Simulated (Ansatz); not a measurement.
# Ag wire along [110], 8 atoms a period: bands by functional and under strain, part 4 of 4

Aim: is the Ag wire along [110], 8 atoms a period a metal or a semiconductor?

Ansatz 0.2.0; DFT PBE, plane waves, PAW; relaxation of a wire's period (the session's first sound run).

So far. Step 7 (With spin-orbit coupling): Bands cross the Fermi level, as under PBE at the relaxed period, with no moment. Step 8 (Strain along the wire, period over the relaxed period …): Bands cross the Fermi level, as under PBE at the relaxed period.

## 9. At a strained period, period over the relaxed period 1.06, k-mesh 1×1×21 (continued)

Level of this step: DFT PBE, plane waves, PAW; relaxation at a fixed period (Ansatz).

The steps of the relaxation:

```
step  energy less that of the first step (eV)  largest force component (eV/Å)
   1                                   0.0000                          0.2600
   2                                  -0.0488                          0.2172
   3                                  -0.0688                          0.0367
   4                                  -0.0717                          0.0133
   5                                  -0.0742                          0.0205
   6                                  -0.0814                          0.0470
   7                                  -0.0994                          0.0811
   8                                  -0.1071                          0.0989
   9                                  -0.1116                          0.0081
  10                                  -0.1116                          0.0081
```

The run keeps the 8 symmetry operations that it works with, so distortions that break them were not tested.

The atoms that moved most (Å):

```
atom      dx      dy     dz  length
 Ag2   0.526   0.000  0.000   0.526
 Ag4  -0.526   0.000  0.000   0.526
 Ag6   0.000   0.416  0.000   0.416
 Ag5   0.000  -0.416  0.000   0.416
 Ag1  -0.120  -0.078  0.000   0.143
 Ag7  -0.120   0.078  0.000   0.143
 Ag3   0.120  -0.078  0.000   0.143
 Ag8   0.120   0.078  0.000   0.143
```

The relaxed structure:

```
Ag
1.0
    10.95000    0.00000    0.00000
     0.00000   12.66900    0.00000
     0.00000    0.00000    2.98927
Ag
8
Direct
  0.29216 0.71154 0.00000
  0.36313 0.50000 0.00000
  0.70784 0.71154 0.00000
  0.63687 0.50000 0.00000
  0.50000 0.34365 0.50000
  0.50000 0.65635 0.50000
  0.29216 0.28846 0.00000
  0.70784 0.28846 0.00000
```

Numbers from this step:

- energy at zero smearing: -60719.9785 eV

The electronic bands at the labelled points (eV, zero at the Fermi level):

```
  point  band 74  band 75  band 76  band 77  band 78  band 79  band 80  band 81
      Γ    -2.80    -2.78    -2.29    -1.19    -0.10     0.35     0.48     1.43
halfway    -2.51    -1.78    -0.86    -0.01     1.16     1.50     1.52     3.00
      Z     0.03     0.68     1.12     1.57     2.30     2.37     2.85     3.28
```

Bands cross the Fermi level, as under PBE at the relaxed period.

## 10. The same system on other settings: basis.xc_grid = 3 and scf.lower_state_search = "standard"

This step: DFT LDA, plane waves, PAW; bands of a perfect wire at the PBE geometry; changed: basis.xc_grid = 3, scf.lower_state_search = "standard" (Ansatz 0.2.0).

The atoms of the band run (LDA) are kept and the input is varied, to see whether the result depends on it.

input.yaml

```yaml
crystal:
  lattice:
    - [10.95, 0.0, 0.0]
    - [0.0, 12.669, 0.0]
    - [0.0, 0.0, 2.8200648883]
  atoms:
    - { symbol: Ag, position: [0.30308833, 0.717678168, 0.0] }
    - { symbol: Ag, position: [0.315114333, 0.5, 0.0] }
    - { symbol: Ag, position: [0.69691167, 0.717678168, 0.0] }
    - { symbol: Ag, position: [0.684885667, 0.5, 0.0] }
    - { symbol: Ag, position: [0.5, 0.376525804, 0.5] }
    - { symbol: Ag, position: [0.5, 0.623474196, 0.5] }
    - { symbol: Ag, position: [0.30308833, 0.282321832, 0.0] }
    - { symbol: Ag, position: [0.69691167, 0.282321832, 0.0] }
kpoints:
  mp_grid: { grid: [1, 1, 22] }
  band_path: { path: ["Γ", Z], npoints: 50 }
scf:
  occupations: { method: fermi_dirac, width: 0.05 }
  lower_state_search: standard
hamiltonian:
  xc: lda
basis:
  xc_grid: 3
```

Command:

```console
> ansatz run input.yaml --threads 8 --pin off --max-ram 16384MiB --backend cpu --events-out ev --progress --plain --runs-dir out
```

Numbers of over 12 decimals in the logs are rounded to 6 here.

What it wrote:

```text
[...]
Crystal: 8 atoms, lattice volume = 391.215 Å³
Basis set: ecut = 420 eV, 7687 PW (Γ), exchange–correlation on 225×270×60 points (27 copies of the dense FFT grid, shifted against one another)
Bands: 92, of which v1, the nominal top of the filled ones, is band 76 counted from 1 (75 counted from 0)
Symmetry: 8 space group operations
[...]
k-points: 12 of 22
[...]
SCF iter   1: F=—  HF=-59658.493017 eV  |F-HF|=—  |Δ(HF+E_count)|=         —  Δρ=8.17e-3  dr2=2.59e-1  ethr=1.77e-3  ⟨swp⟩=6.4  Hψ=4262  notcnv=0  defer=22
[...]
SCF iter   8: F=-59658.424046 eV  HF=-59658.424046 eV  |F-HF|=3.26e-8  |Δ(HF+E_count)|=   5.32e-8  Δρ=3.23e-6  dr2=5.74e-8  ethr=6.58e-11  ⟨swp⟩=11.7  Hψ=3923  notcnv=0
SCF 1 converged in 8 iterations: F = -59658.424046 eV  dr2 = 5.74e-8
[...]
SCF converged after 8 iterations
Free energy (F): -59658.424046 eV
[...]
Internal energy: -59658.400187 eV  (E = F + TS)
E sigma→0 (E₀):  -59658.412117 eV
Entropy (-TS):   -0.023859 eV (-2.982 meV/atom)
Fermi energy:    2.979619 eV
[...]
--- Band table (eV; the first three rows and the last of 12) ---
  k-point 0: bands = [... 72 lower, 0.1915, 0.2652, 0.3154, 0.7444, 1.8160, 2.6400, 3.1960, 3.4861, ... 12 higher]
  k-point 1: bands = [... 72 lower, 0.1672, 0.2387, 0.3186, 0.8336, 1.8692, 2.6962, 3.2398, 3.5376, ... 12 higher]
  k-point 2: bands = [... 72 lower, 0.1027, 0.2091, 0.3585, 1.0385, 2.0186, 2.8571, 3.3664, 3.6869, ... 12 higher]
  k-point 11: bands = [... 72 lower, 3.4879, 3.5967, 4.0585, 4.5658, 4.9015, 5.7236, 6.0677, 6.0896, ... 12 higher]
```

Run time: 9.6 s. Hardware: 8 threads of Arm Neoverse V2, shared host; peak memory 1.8 GiB; 74 s of CPU time.

Numbers from this step:

```yaml
energy_at_zero_smearing: -59658.4121 eV
```

It took 9.6 s against 10 s for the run it varies.

Against step 4 (now other search for a lower state and other density grid), the free energy stays within 0.05 meV an atom.

## 11. A repeat with changed settings: kpoints.mp_grid.shift = [0.0, 0.0, 0.5]

This step: DFT LDA, plane waves, PAW; bands of a perfect wire at the PBE geometry; changed: kpoints.mp_grid.shift = [0.0, 0.0, 0.5] (Ansatz 0.2.0).

The atoms of the band run (LDA) are kept and the input is varied, to see whether the result depends on it.

input.yaml, as its differences from that of step 10:

```diff
@@ -15,3 +15,3 @@
 kpoints:
-  mp_grid: { grid: [1, 1, 22] }
+  mp_grid: { grid: [1, 1, 22], shift: [0.0, 0.0, 0.5] }
   band_path: { path: ["Γ", Z], npoints: 50 }
@@ -19,6 +19,3 @@
   occupations: { method: fermi_dirac, width: 0.05 }
-  lower_state_search: standard
 hamiltonian:
   xc: lda
-basis:
-  xc_grid: 3
```

What it wrote:

```text
[...]
Crystal: 8 atoms, lattice volume = 391.215 Å³
Basis set: ecut = 420 eV, 7687 PW (Γ)
Bands: 92, of which v1, the nominal top of the filled ones, is band 76 counted from 1 (75 counted from 0)
Symmetry: 8 space group operations
[...]
k-points: 11 of 22
[...]
--- Band table (eV; the first three rows and the last of 11) ---
  k-point 0: bands = [... 72 lower, 0.1677, 0.2349, 0.2958, 0.7531, 1.8151, 2.6542, 3.1954, 3.4864, ... 12 higher]
  k-point 1: bands = [... 72 lower, 0.1213, 0.1999, 0.3133, 0.9113, 1.9185, 2.7645, 3.2817, 3.5879, ... 12 higher]
  k-point 2: bands = [... 72 lower, 0.1049, 0.1823, 0.3914, 1.1483, 2.1085, 2.9718, 3.4463, 3.7813, ... 12 higher]
  k-point 10: bands = [... 72 lower, 3.0307, 3.9359, 4.0349, 4.1912, 5.2306, 5.5099, 5.9361, 6.2119, ... 12 higher]
[key lines of the parts left out:]
SCF converged after 8 iterations
Free energy (F): -59658.422868 eV
Fermi energy:    3.052963 eV
```

Wall time 9.4 s (8 threads); peak memory 1.8 GiB.

Numbers from this step:

```yaml
energy_at_zero_smearing: -59658.4119 eV
```

It took 9.4 s against 10 s for the run it varies.

## 12. Summary of results

```
cell length, PBE           : 2.820 Å
conductance, PBE           : 6.00 G₀
gap, period scaled by 1.1  : none
gap, period scaled by 1.06 : none
```

Under PBE the cell's length is 2.82 Å, and it is a metal with 6 channels a spin next to the Fermi level, 6.00 G₀ at 300 K. A perfect wire passes every open channel, so the conductance counts half a G₀ for each forward-moving state at the Fermi level, spin by spin. Transport is coherent and elastic here: the atoms are frozen, so scattering by vibrations plays no part.

[Logs are printed without paths, hosts, clocks, repeated set-up lines and the standing remarks that a program may print on its own settings, such as how far it seeks lower states.]

[Hosts, paths, dates, database ids (printed as entryN), source tags and the programs' standing remarks are cut or masked in the printed files.]
